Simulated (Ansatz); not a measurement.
Planning a run of Ansatz 0.2.0 on KSrYWO6 (F-43m). The input:

```yaml
crystal:
  lattice:
    - [0.0, 4.19349146, 4.19349146]
    - [4.19349146, 0.0, 4.19349146]
    - [4.19349146, 4.19349146, 0.0]
  atoms:
    - { symbol: K, position: [0.25, 0.25, 0.25] }
    - { symbol: Sr, position: [0.75, 0.75, 0.75] }
    - { symbol: "Y", position: [0.5, 0.5, 0.5] }
    - { symbol: W, position: [0.0, 0.0, 0.0] }
    - { symbol: O, position: [0.76724227, 0.23275773, 0.23275773] }
    - { symbol: O, position: [0.23275773, 0.76724227, 0.76724227] }
    - { symbol: O, position: [0.76724227, 0.76724227, 0.23275773] }
    - { symbol: O, position: [0.23275773, 0.23275773, 0.76724227] }
    - { symbol: O, position: [0.23275773, 0.76724227, 0.23275773] }
    - { symbol: O, position: [0.76724227, 0.23275773, 0.76724227] }
kpoints:
  mp_grid: { grid: [4, 4, 4] }
  band_path:
    path:
      - [0.0, 0.0, 0.0]
      - [-0.5, -0.5, 0.0]
      - [-0.375, -0.375, 0.25]
      - [-0.375, 0.0, 0.375]
      - [0.0, 0.0, 0.5]
      - [-0.5, -0.25, 0.25]
      - [-0.2, -0.2, 0.0]
    npoints: 1
hamiltonian:
  xc: hse06
  pseudopotentials: { kind: paw, azcp: { folder: soft_1 } }
scf:
  occupations: { method: fixed }
  n_extra_bands: 7
output:
  eigenvalues: true
```

```sh
ansatz run input.yaml --threads 2 --pin off --max-ram 92160MiB --backend cuda --events-out ev --progress --plain --runs-dir out --devices 1 --max-vram 13GiB
```

Question: How long will it take on 1 × NVIDIA H100 80GB HBM3 (shared by 6 runs) with 2 threads of AMD EPYC 7R13 (Zen 3), shared host, and how much memory?

It took 34 s; on shared hardware allow 17 s to 68 s. Peak host memory was 1.4 GiB. The sizes that set the cost: 2891 plane waves a state, 8 irreducible k points and 21 SCF cycles.

Exact exchange couples every pair of k points and filled bands, so it costs far more than a semilocal run.

[Paths, hosts, dates, memory and timing lines, banners, echoed tables and standing remarks are left out of the program output.]

[Logs are printed without paths, hosts, clocks, repeated set-up lines and the standing remarks that a program may print on its own settings, such as how far it seeks lower states.]

[Runs of the session that timed out or met a known fault of the program may be left out.]

[Cells called generated may have been cut or substituted from an entry of the Crystallography Open Database or the Materials Project.]

[Hosts, paths, dates, database ids (printed as entryN), source tags and the programs' standing remarks are cut or masked in the printed files.]
